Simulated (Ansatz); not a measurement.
## Amorphous carbon (79 atoms): a reference run and its variants

Density of this cell: 1.82 g/cm³. The cell holds 79 atoms: 79 C. Cell: a = 9.529 Å, b = 9.529 Å, c = 9.529 Å, α = 90.0°, β = 90.0°, γ = 90.0°. 79 atoms (79 C) placed at random at 1.82 g/cm³, melted at 6000 K for 10 ps at fixed volume with the LCBOP (Los and Fasolino, Phys. Rev. B 68, 024107 (2003)). Quenched from 6000 K to 500 K at 500 K/ps and fixed volume, held 5 ps.

Geometry: as built.

Reference run: Kohn-Sham DFT, PBE, PAW (set soft_2), plane waves (Ansatz 0.2.0), cutoff 420 eV, k-mesh 2×2×2, fermi-dirac smearing of 0.025 eV.

```
r.m.s. force component                           : 1.753 eV/Å
pressure                                         : -12.64 GPa
spacing of highest filled and lowest empty level : 0.0213 eV
SCF cycles                                       : 12
time                                             : 22 s on 4 threads of AMD EPYC 9R45, shared host
```

**Question.** The same geometry is run again with each of these changes. How far do the results move, and how long does each run take?
- support functions medium
- support functions low
- support functions high
- support functions medium, radius 3.36 Å
- support functions medium, radius 3.63 Å
- support functions medium, radius 3.88 Å
- support functions medium, radius 4.15 Å
- support functions medium, radius 4.67 Å
- support functions medium, radius 5.19 Å

Differences are against the plane-wave reference (Kohn-Sham DFT, PBE, PAW (set soft_2), plane waves), whose r.m.s. force component is 1.75 eV/Å. Energies are set beside the reference only for runs with its functional, potentials and electron count. Times are for 4 threads of AMD EPYC 9R45, shared host. The reference's time includes the DOS, the stress and grids, which some other runs skip.

```
                                    run  Δ force, r.m.s. (meV/Å)  share of r.m.s. force (%)  Δ energy (meV/atom)  cycles     time  host memory (GiB)
                              reference                        -                          -                    -      12     22 s                4.4
               support functions medium                     1.16                     0.0664                -3.46      24     69 s                2.2
                  support functions low                     1.19                     0.0677                -3.46      22     61 s                2.2
                 support functions high                    0.946                      0.054                -3.48      34  2.9 min                4.5
support functions medium, radius 3.36 Å                     1.17                     0.0666                -3.46      24     57 s                2.1
support functions medium, radius 3.63 Å                     1.17                     0.0667                -3.46      25     64 s                2.4
support functions medium, radius 3.88 Å                     1.15                     0.0656                -3.46      25     74 s                2.7
support functions medium, radius 4.15 Å                     1.14                     0.0652                -3.46      25     86 s                3.0
support functions medium, radius 4.67 Å                     1.14                     0.0653                -3.46      25    2 min                3.8
support functions medium, radius 5.19 Å                     1.14                     0.0652                -3.46      25  2.9 min                4.8
```

Among numerical settings the force difference runs from 0.95 meV/Å (support functions high) to 1.2 meV/Å (support functions low). At 79 atoms the fastest of the runs at a preset level, support functions low, takes roughly 2.8 times the time of plane waves (whose run also made extra analyses), in 22 SCF cycles against 12. Differences between support functions and plane waves include what basis error the plane-wave run still has. The force difference hardly changes among these support-function runs, which points to the basis of the plane-wave reference as its main source. As the radius goes from 3.36 to 5.19 Å, the force difference goes from 1.2 to 1.1 meV/Å, while the time lies between 57 s and 2.9 min. 

[Long decimals in the printed logs are rounded to 6 places.]

[Logs are printed without paths, hosts, clocks, repeated set-up lines and the standing remarks that a program may print on its own settings, such as how far it seeks lower states.]

[Hosts, paths, dates, database ids (printed as entryN), source tags and the programs' standing remarks are cut or masked in the printed files.]
